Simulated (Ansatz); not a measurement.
# A hypothetical structure for HfScB2

This structure for HfScB2 is made up. Its elements were placed in a known structure type with a cell scaled to their sizes. What cell does the guess relax to, and how far off was it?

Program: Ansatz 0.2.0. Level of theory: DFT, PBE, plane-wave PAW, files of the set soft_1, scalar-relativistic, no spin, cell and ions relaxed at zero pressure; PAW set soft_1, in the first sound run; inputs show where later runs differ. Results are calculated unless marked as measured.

## (1) The structure

Symmetry: P4/mmm, No. 123, tetragonal system. Conventional cell: a = 3.225 Å, b = 3.225 Å, c = 4.515 Å, α = 90.00°, β = 90.00°, γ = 90.00°. Nearest to Hf lie 6 B at 2.26 to 2.28 Å. Nearest to Sc lie 6 B at 2.26 to 2.28 Å. Nearest to B lie 2 Hf at 2.26 Å and 4 Sc at 2.28 Å. B has 2 Sc at 2.26 Å and 4 Hf at 2.28 Å nearest. Farther neighbours are not listed.

Structure file:

```cif
data_structure
_symmetry_space_group_name_H-M 'P 1'
_symmetry_Int_Tables_number 1
_cell_length_a 3.2250
_cell_length_b 3.2250
_cell_length_c 4.5150
_cell_angle_alpha 90.000
_cell_angle_beta 90.000
_cell_angle_gamma 90.000
_cell_volume 46.96
loop_
_atom_site_label
_atom_site_type_symbol
_atom_site_fract_x
_atom_site_fract_y
_atom_site_fract_z
_atom_site_occupancy
Hf1 Hf 0.50000 0.50000 0.00000 1
Sc2 Sc 0.00000 0.00000 0.50000 1
B3 B 0.50000 0.50000 0.50000 1
B4 B 0.00000 0.00000 0.00000 1
```

## (2) Relaxing cell and atoms

The guessed cell has no reason to be at equilibrium. It is relaxed with the atoms, within the space group of the guess.

Contents of input.yaml:

```yaml
crystal:
  lattice:
    - [3.225, 0.0, 0.0]
    - [0.0, 3.225, 0.0]
    - [0.0, 0.0, 4.515]
  atoms:
    - { symbol: Hf, position: [0.5, 0.5, 0.0] }
    - { symbol: Sc, position: [0.0, 0.0, 0.5] }
    - { symbol: B, position: [0.5, 0.5, 0.5] }
    - { symbol: B, position: [0.0, 0.0, 0.0] }
kpoints:
  mp_grid: { grid: [8, 8, 6] }
scf:
  occupations: { method: fermi_dirac, width: 0.05 }
hamiltonian:
  xc: pbe
  pseudopotentials: { kind: paw, azcp: { folder: soft_1 } }
relax:
  f_tol: 0.015
  max_steps: 70
  cell: {}
output:
  forces: true
  stress: true
```

The run is started by

```bash
$ ansatz run input.yaml --threads 4 --pin off --max-ram 8192MiB --backend cpu --events-out ev --progress --plain --runs-dir out
```

Numbers of over 12 decimals in the logs are rounded to 6 here.

Output:

```text
Engine: ansatz 0.2.0, aarch64-unknown-linux-gnu
Pseudopotentials: kind: paw
Pseudopotential: Hf, paw, valence charge 26, recommended cutoff 420 eV (normal), soft_1/Hf.paw.azcp
Pseudopotential: Sc, paw, valence charge 11, recommended cutoff 420 eV (normal), soft_1/Sc.paw.azcp
Pseudopotential: B, paw, valence charge 3, recommended cutoff 420 eV (normal), soft_1/B.paw.azcp
Functional definition: PBE
  parameter kappa = 0.804
  parameter beta = 0.066725
  exchange = pbe_x(kappa = kappa, mu = beta*pi^2/3)
  correlation = pbe_c(beta = beta)
Crystal: 4 atoms, lattice volume = 46.959 Å³
Basis set: ecut = 420 eV, 927 PW (Γ), exchange–correlation on 48×48×64 points (8 copies of the dense FFT grid, shifted against one another)
Bands: 26, of which v1, the nominal top of the filled ones, is band 22 counted from 1 (21 counted from 0)
Symmetry: 16 space group operations
Space group: P4/mmm (ITA 123), of the structure as read, at distance tolerance 3.6e-5 Å
k-points: 60 of 384
Non-local potential: Hf, projectors of the file, l = 0: 3, l = 1: 2, l = 2: 2, l = 3: 3
Non-local potential: Sc, projectors of the file, l = 0: 3, l = 1: 2, l = 2: 3, l = 3: 1
Non-local potential: B, projectors of the file, l = 0: 2, l = 1: 2, l = 2: 1
PAW form: soft (Blöchl's): semilocal exchange-correlation on the pseudo side does not see the compensation charge
PAW one-centre angular grid: Hf, 590 points (default); XC on 64 Gauss nodes
PAW one-centre angular grid: Sc, 590 points (default); XC on 64 Gauss nodes
PAW one-centre angular grid: B, 110 points (default); XC on 64 Gauss nodes
Initial density: superposition of atomic densities (chi_scale 0.1, normalization cell, long waves kept (reshape's long-wave potential 0.00 eV rms))
Initial wavefunctions: pseudopotential atomic-orbital guess
Functional: x = pbe(κ = 0.804, μ = 0.219515), c = pbe(β = 0.066725)
SCF iter   1: F=—  HF=-18169.884993 eV  |F-HF|=—  |Δ(HF+E_count)|=         —  Δρ=6.83e-2  dr2=2.99e0  ethr=3.10e-3  ⟨swp⟩=4.3  Hψ=5451  notcnv=0
preconditioner: auto → Kerker (q_TF=auto, 2.689 Å⁻¹)  [metal: Δε(μ)=0.009 eV  Ē_g=15.292 eV  σ=0.050 eV  W_gap=0.04  n_scr=14 (ndim 8)  ℏωp=33.8 eV  f_vac=0.000  D(μ)=4.30/eV (n_scr^D=48)]
SCF iter   2: F=—  HF=-18169.238180 eV  |F-HF|=—  |Δ(HF+E_count)|=   6.47e-1  Δρ=3.70e-2  dr2=8.96e-1  ethr=3.10e-3  ⟨swp⟩=2.5  Hψ=2858  notcnv=0  defer=9
SCF iter   3: F=—  HF=-18169.053736 eV  |F-HF|=—  |Δ(HF+E_count)|=   1.84e-1  Δρ=1.09e-2  dr2=5.65e-2  ethr=2.08e-3  ⟨swp⟩=2.1  Hψ=3114  notcnv=0  defer=10
SCF iter   4: F=—  HF=-18168.964461 eV  |F-HF|=—  |Δ(HF+E_count)|=   8.93e-2  Δρ=4.37e-3  dr2=4.12e-3  ethr=1.31e-4  ⟨swp⟩=2.6  Hψ=3232  notcnv=0  defer=10
SCF iter   5: F=—  HF=-18168.966746 eV  |F-HF|=—  |Δ(HF+E_count)|=   2.28e-3  Δρ=5.56e-4  dr2=1.74e-4  ethr=9.57e-6  ⟨swp⟩=2.0  Hψ=3231  notcnv=0  defer=11
SCF iter   6: F=—  HF=-18168.966711 eV  |F-HF|=—  |Δ(HF+E_count)|=   3.47e-5  Δρ=2.01e-4  dr2=1.33e-5  ethr=4.05e-7  ⟨swp⟩=2.1  Hψ=2843  notcnv=0  defer=11
SCF iter   7: F=—  HF=-18168.966682 eV  |F-HF|=—  |Δ(HF+E_count)|=   2.96e-5  Δρ=7.89e-5  dr2=2.61e-6  ethr=3.10e-8  ⟨swp⟩=2.0  Hψ=2712  notcnv=0  defer=11
SCF iter   8: F=—  HF=-18168.966681 eV  |F-HF|=—  |Δ(HF+E_count)|=   6.67e-7  Δρ=2.25e-5  dr2=2.34e-7  ethr=6.07e-9  ⟨swp⟩=2.0  Hψ=2834  notcnv=0  defer=11
SCF iter   9: F=-18168.966681 eV  HF=-18168.966681 eV  |F-HF|=1.41e-8  |Δ(HF+E_count)|=   4.39e-8  Δρ=5.29e-6  dr2=1.50e-8  ethr=2.33e-10  ⟨swp⟩=4.2  Hψ=5559  notcnv=0
SCF 1 converged in 9 iterations: F = -18168.966681 eV  dr2 = 1.50e-8
  greatest PAW one-centre occupation: 0.998 electrons in one spin orbital (limit 2), on the Hf atom at site 0 (counted from 0), in its partial waves of l = 0
relax step   1: F+E_penalty+E_count = -18168.96668107 eV  Δ(F+E_penalty+E_count) = +0.000e0 eV  max|allowed force component| = 7.652e-29 eV/Å  Δτ_max = 0.0000 Å  P = +42.737 GPa  Ω = 46.959 Å³  (9 SCF iters, dr2 threshold 1.00e-7 eV, accepted)
Crystal: 4 atoms, lattice volume = 53.811 Å³
Basis set: ecut = 420 eV, 1055 PW (Γ), exchange–correlation on 48×48×64 points (8 copies of the dense FFT grid, shifted against one another)
Initial density: handed on by an earlier stage of this run
Initial wavefunctions: those handed on with the density
iter 1 solved again at ethr=2.36e-4 eV; its pass at ethr=3.10e-3 eV (dr2=1.02e-1 eV) is discarded
SCF iter   1: F=—  HF=-18170.097493 eV  |F-HF|=—  |Δ(HF+E_count)|=         —  Δρ=1.15e-2  dr2=1.04e-1  ethr=2.36e-4  ⟨swp⟩=2.0  Hψ=9980  notcnv=0
preconditioner: auto → Kerker (q_TF=auto, 2.628 Å⁻¹)  [metal: Δε(μ)=0.017 eV  Ē_g=16.075 eV  σ=0.050 eV  W_gap=0.09  n_scr=14 (ndim 8)  ℏωp=31.6 eV  f_vac=0.000  D(μ)=4.17/eV (n_scr^D=48)]
SCF iter   2: F=—  HF=-18170.071611 eV  |F-HF|=—  |Δ(HF+E_count)|=   2.59e-2  Δρ=5.31e-3  dr2=2.10e-2  ethr=2.36e-4  ⟨swp⟩=2.1  Hψ=2201  notcnv=0
SCF iter   3: F=—  HF=-18170.066249 eV  |F-HF|=—  |Δ(HF+E_count)|=   5.36e-3  Δρ=1.05e-3  dr2=5.95e-4  ethr=4.88e-5  ⟨swp⟩=2.0  Hψ=2659  notcnv=0
SCF iter   4: F=—  HF=-18170.066150 eV  |F-HF|=—  |Δ(HF+E_count)|=   9.84e-5  Δρ=9.79e-4  dr2=5.28e-4  ethr=1.38e-6  ⟨swp⟩=2.9  Hψ=3066  notcnv=0
SCF iter   5: F=—  HF=-18170.066085 eV  |F-HF|=—  |Δ(HF+E_count)|=   6.54e-5  Δρ=3.26e-4  dr2=6.14e-5  ethr=1.23e-6  ⟨swp⟩=2.0  Hψ=2353  notcnv=0
SCF iter   6: F=—  HF=-18170.066022 eV  |F-HF|=—  |Δ(HF+E_count)|=   6.29e-5  Δρ=1.38e-4  dr2=8.67e-6  ethr=1.43e-7  ⟨swp⟩=2.0  Hψ=2854  notcnv=0
SCF iter   7: F=—  HF=-18170.066024 eV  |F-HF|=—  |Δ(HF+E_count)|=   2.02e-6  Δρ=5.86e-5  dr2=2.02e-6  ethr=2.02e-8  ⟨swp⟩=2.8  Hψ=2809  notcnv=0
SCF iter   8: F=-18170.066023 eV  HF=-18170.066023 eV  |F-HF|=6.60e-8  |Δ(HF+E_count)|=   7.89e-7  Δρ=1.32e-5  dr2=1.16e-7  ethr=9.30e-10  ⟨swp⟩=3.9  Hψ=6907  notcnv=0
SCF 2 converged in 8 iterations: F = -18170.066023 eV  dr2 = 1.16e-7
relax step   2: F+E_penalty+E_count = -18170.06602311 eV  Δ(F+E_penalty+E_count) = -1.099e0 eV  max|allowed force component| = 9.713e-30 eV/Å  Δτ_max = 0.0000 Å  P = +11.732 GPa  Ω = 53.811 Å³  energy of the carried Pulay correction = -3.822e-3 eV  (8 SCF iters, dr2 threshold 4.00e-7 eV, accepted)
Crystal: 4 atoms, lattice volume = 56.949 Å³
Basis set: ecut = 420 eV, 1093 PW (Γ), exchange–correlation on 48×48×64 points (8 copies of the dense FFT grid, shifted against one another)
iter 1 solved again at ethr=3.64e-5 eV; its pass at ethr=3.10e-3 eV (dr2=1.57e-2 eV) is discarded
SCF iter   1: F=—  HF=-18170.205859 eV  |F-HF|=—  |Δ(HF+E_count)|=         —  Δρ=4.36e-3  dr2=1.59e-2  ethr=3.64e-5  ⟨swp⟩=2.0  Hψ=9836  notcnv=0
preconditioner: auto → Kerker (q_TF=auto, 2.603 Å⁻¹)  [metal: Δε(μ)=0.046 eV  Ē_g=15.993 eV  σ=0.050 eV  W_gap=0.22  n_scr=20 (ndim 8)  ℏωp=30.7 eV  f_vac=0.000  D(μ)=4.16/eV (n_scr^D=36)]
SCF iter   2: F=—  HF=-18170.201965 eV  |F-HF|=—  |Δ(HF+E_count)|=   3.89e-3  Δρ=2.00e-3  dr2=3.19e-3  ethr=3.64e-5  ⟨swp⟩=2.0  Hψ=1943  notcnv=0
SCF iter   3: F=—  HF=-18170.201098 eV  |F-HF|=—  |Δ(HF+E_count)|=   8.67e-4  Δρ=4.09e-4  dr2=1.06e-4  ethr=7.43e-6  ⟨swp⟩=2.0  Hψ=2453  notcnv=0
SCF iter   4: F=—  HF=-18170.201090 eV  |F-HF|=—  |Δ(HF+E_count)|=   8.04e-6  Δρ=3.44e-4  dr2=7.59e-5  ethr=2.47e-7  ⟨swp⟩=2.0  Hψ=2851  notcnv=0
SCF iter   5: F=—  HF=-18170.201077 eV  |F-HF|=—  |Δ(HF+E_count)|=   1.33e-5  Δρ=1.11e-4  dr2=8.39e-6  ethr=1.76e-7  ⟨swp⟩=2.0  Hψ=2410  notcnv=0
SCF iter   6: F=—  HF=-18170.201072 eV  |F-HF|=—  |Δ(HF+E_count)|=   4.57e-6  Δρ=5.78e-5  dr2=1.71e-6  ethr=1.95e-8  ⟨swp⟩=2.0  Hψ=2840  notcnv=0
SCF iter   7: F=—  HF=-18170.201072 eV  |F-HF|=—  |Δ(HF+E_count)|=   2.48e-7  Δρ=2.70e-5  dr2=3.30e-7  ethr=9.30e-10  ⟨swp⟩=4.4  Hψ=5771  notcnv=0
SCF iter   8: F=-18170.201072 eV  HF=-18170.201072 eV  |F-HF|=7.65e-9  |Δ(HF+E_count)|=   9.86e-8  Δρ=5.13e-6  dr2=2.09e-8  ethr=7.68e-10  ⟨swp⟩=4.0  Hψ=5603  notcnv=0
SCF 3 converged in 8 iterations: F = -18170.201072 eV  dr2 = 2.09e-8
relax step   3: F+E_penalty+E_count = -18170.20107235 eV  Δ(F+E_penalty+E_count) = -1.350e-1 eV  max|allowed force component| = 8.584e-29 eV/Å  Δτ_max = 0.0000 Å  P = +2.454 GPa  Ω = 56.949 Å³  energy of the carried Pulay correction = -5.406e-3 eV  (8 SCF iters, dr2 threshold 4.00e-7 eV, accepted)
[...]
relax step   4: F+E_penalty+E_count = -18170.20842576 eV  Δ(F+E_penalty+E_count) = -7.353e-3 eV  max|allowed force component| = 5.670e-29 eV/Å  Δτ_max = 0.0000 Å  P = +0.209 GPa  Ω = 57.843 Å³  energy of the carried Pulay correction = -5.841e-3 eV  (6 SCF iters, dr2 threshold 4.00e-7 eV, accepted)
[...]
relax step   5: F+E_penalty+E_count = -18170.20851990 eV  Δ(F+E_penalty+E_count) = -9.414e-5 eV  max|allowed force component| = 4.768e-29 eV/Å  Δτ_max = 0.0000 Å  P = +0.016 GPa  Ω = 57.923 Å³  energy of the carried Pulay correction = -5.880e-3 eV  (5 SCF iters, dr2 threshold 4.00e-7 eV, accepted)
[...]
relax step   6: F+E_penalty+E_count = -18170.20852236 eV  Δ(F+E_penalty+E_count) = -2.462e-6 eV  max|allowed force component| = 2.147e-28 eV/Å  Δτ_max = 0.0000 Å  P = -0.000 GPa  Ω = 57.930 Å³  energy of the carried Pulay correction = -5.883e-3 eV  (4 SCF iters, dr2 threshold 7.46e-9 eV, accepted)
[...]
relax step   7: F+E_penalty+E_count = -18170.22044707 eV  Δ(F+E_penalty+E_count) = -1.192e-2 eV  max|allowed force component| = 2.435e-28 eV/Å  Δτ_max = 0.0000 Å  P = +0.214 GPa  Ω = 57.930 Å³  stress off target by 2.38e-1 GPa  SCF on the basis re-selected at this cell (its energy is not comparable with the rows above)  (8 SCF iters)
[...]
relax step   8: F+E_penalty+E_count = -18170.22047512 eV  Δ(F+E_penalty+E_count) = -2.804e-5 eV  max|allowed force component| = 4.782e-30 eV/Å  Δτ_max = 0.0000 Å  P = +0.004 GPa  Ω = 58.019 Å³  energy of the carried Pulay correction = -3.324e-5 eV  (4 SCF iters, dr2 threshold 1.42e-7 eV, accepted)
iter 1 solved again at ethr=1.11e-8 eV; its pass at ethr=3.10e-3 eV (dr2=4.78e-6 eV) is discarded
SCF iter   1: F=—  HF=-18170.220555 eV  |F-HF|=—  |Δ(HF+E_count)|=         —  Δρ=4.66e-5  dr2=7.29e-8  ethr=1.11e-8  ⟨swp⟩=3.3  Hψ=10068  notcnv=0
preconditioner: auto → Kerker (q_TF=auto, 2.595 Å⁻¹)  [metal: Δε(μ)=0.030 eV  Ē_g=15.959 eV  σ=0.050 eV  W_gap=0.15  n_scr=20 (ndim 8)  ℏωp=30.4 eV  f_vac=0.000  D(μ)=4.09/eV (n_scr^D=36)]
SCF iter   2: F=—  HF=-18170.220512 eV  |F-HF|=—  |Δ(HF+E_count)|=   4.38e-5  Δρ=2.38e-5  dr2=1.96e-8  ethr=1.70e-10  ⟨swp⟩=2.0  Hψ=2821  notcnv=0
SCF iter   3: F=—  HF=-18170.220513 eV  |F-HF|=—  |Δ(HF+E_count)|=   1.04e-6  Δρ=7.05e-6  dr2=6.93e-9  ethr=4.57e-11  ⟨swp⟩=2.1  Hψ=2274  notcnv=0
SCF iter   4: F=—  HF=-18170.220513 eV  |F-HF|=—  |Δ(HF+E_count)|=   7.69e-8  Δρ=2.08e-6  dr2=5.70e-10  ethr=1.61e-11  ⟨swp⟩=2.0  Hψ=2724  notcnv=0
SCF iter   5: F=—  HF=-18170.220513 eV  |F-HF|=—  |Δ(HF+E_count)|=   7.40e-9  Δρ=3.30e-7  dr2=7.27e-11  ethr=1.33e-12  ⟨swp⟩=2.0  Hψ=2850  notcnv=0
SCF iter   6: F=-18170.220513 eV  HF=-18170.220513 eV  |F-HF|=0.00e0  |Δ(HF+E_count)|=  7.28e-12  Δρ=1.43e-7  dr2=6.12e-12  ethr=1.00e-12  ⟨swp⟩=4.1  Hψ=5243  notcnv=0
SCF 9 converged in 6 iterations: F = -18170.220513 eV  dr2 = 6.12e-12
relax step   9: F+E_penalty+E_count = -18170.22051266 eV  Δ(F+E_penalty+E_count) = -3.754e-5 eV  max|allowed force component| = 2.219e-31 eV/Å  Δτ_max = 0.0000 Å  P = +0.004 GPa  Ω = 58.019 Å³  stress off target by 5.32e-3 GPa  SCF on the basis re-selected at this cell (its energy is not comparable with the rows above)  (6 SCF iters)
basis re-selected at this cell: Δ(F+E_penalty+E_count) = -3.754e-5 eV, ΔP = +0.000 GPa vs the last step (what re-selecting the basis moved, of the pressure what is left beyond the Pulay correction that the steps carried, after the strain that the cell walked since its last selection, with what the two solves' SCF thresholds leave and, on support functions, any second-order correction that the steps lacked; it is no m [...]
SCF converged after 6 iterations
Free energy (F): -18170.220513 eV
Harris-Foulkes:  -18170.220513 eV  (|F-HF|=0.00e0)
Internal energy: -18170.186908 eV  (E = F + TS)
E sigma→0 (E₀):  -18170.203710 eV
Entropy (-TS):   -0.033605 eV (-8.401 meV/atom)
Fermi energy:    12.202191 eV
--- Per-component energies (eV) ---
  E_band       = -212.265455
  E_kinetic    = 704.724864
  E_local      = -8234.354935  (includes V_loc(G=0)·N_el)
  E_nonlocal   = 220.686859
  E_hartree    = 3883.739441
  E_xc         = -415.658685
  E_vxc        = -434.535303  (∫ρ·V_xc dr)
  E_paw        = -8843.781466  (= ΣΔE_a)
  E_vpaw       = -236.265786  (= ΣTr[D̂ρ^β])
  E_aug_tail   = 0.000138  (compensation charges beyond the density's cutoff)
  E_ewald      = -5485.543123
  E_smearing   = -0.033605  (= −TS)
  E_closure    = 0.000000  (closes the sum)
  Σ components = -18170.220513   (vs F -18170.220513, Δ=0.00e0)
--- Forces (eV/Å), atoms counted from 1 ---
  atom   1  Hf     0.00000000     0.00000000     0.00000000
  atom   2  Sc    -0.00000000     0.00000000     0.00000000
  atom   3  B     -0.00000000    -0.00000000     0.00000000
  atom   4  B     -0.00000000    -0.00000000     0.00000000
  max |Σ_I F_I| component: 6.90e-31 eV/Å
--- Stress (GPa, compression-positive) ---
        0.002874       0.000000       0.000000
        0.000000       0.002874       0.000000
        0.000000       0.000000       0.005320
  P = ⅓ Tr σ = 0.0037 GPa (0.037 kbar)
--- Relaxed structure (7 steps of the walk, 7 accepted, 2 SCFs on fresh bases) ---
  F+E_penalty+E_count = -18170.22051266 eV   max|allowed force component| = 2.219e-31 eV/Å   (the final SCF, on the basis selected at the relaxed cell)
  cell:  # Å, volume = 58.0193 Å³
    - [3.447579, 0, 0.0]
    - [0, 3.447579, 0.0]
    - [0.0, 0.0, 4.881397]
  atoms:
    - { symbol: Hf, position: [0.5, 0.5, 0.0] }
    - { symbol: Sc, position: [0, 0, 0.500000] }
    - { symbol: B, position: [0.5, 0.5, 0.500000] }
    - { symbol: B, position: [0, 0, 0.0] }
```

The job ended after 8.5 s (4 threads of Arm Neoverse V2, shared host; peak memory 0.44 GiB).

Step by step:

```
step  energy less that of the first step (eV)  largest force component (eV/Å)  pressure (GPa)  volume (Å³)
   1                                   0.0000                          0.0000           42.74        46.96
   2                                  -1.0993                          0.0000           11.73        53.81
   3                                  -1.2344                          0.0000            2.45        56.95
   4                                  -1.2417                          0.0000            0.21        57.84
   5                                  -1.2418                          0.0000            0.02        57.92
   6                                  -1.2418                          0.0000            0.00        57.93
  7*                                  -1.2538                          0.0000            0.21        57.93
   8                                  -1.2538                          0.0000            0.00        58.02
  9*                                  -1.2538                          0.0000            0.00        58.02
```

Relaxation steps marked * repeat the geometry before them on a plane-wave basis chosen anew for their cell, so energy and pressure can jump there.

The run keeps the 16 symmetry operations that it works with, so distortions that break them were not tested.

```
conventional cell, symmetrised  before  after   change
                         a (Å)   3.225  3.448   +6.9 %
                         b (Å)   3.225  3.448   +6.9 %
                         c (Å)   4.515  4.881   +8.1 %
              volume (Å³/atom)   11.74  14.50  +23.6 %
```

This step gave:

- free energy: -18170.2205 eV
- energy at zero smearing: -18170.2037 eV
- smearing term TS: 0.03360 eV
- Fermi energy: 12.20 eV
- electrons: 43
- symmetry operations: 16
- pressure: 0.003689 GPa

Shortest distances by pair of elements, guess and relaxed (not always the same contact):

```
 pair  guess (Å)  relaxed (Å)
 B–Hf      2.257        2.438
 B–Sc      2.257        2.438
Hf–Hf      3.225        3.448
Sc–Sc      3.225        3.448
  B–B      3.209        3.448
```

The relaxation ends with a pressure of 0.00 GPa.

[end of part 1 of 2]

[Logs are printed without paths, hosts, clocks, repeated set-up lines and the standing remarks that a program may print on its own settings, such as how far it seeks lower states.]

[Hosts, paths, dates, database ids (printed as entryN), source tags and the programs' standing remarks are cut or masked in the printed files.]
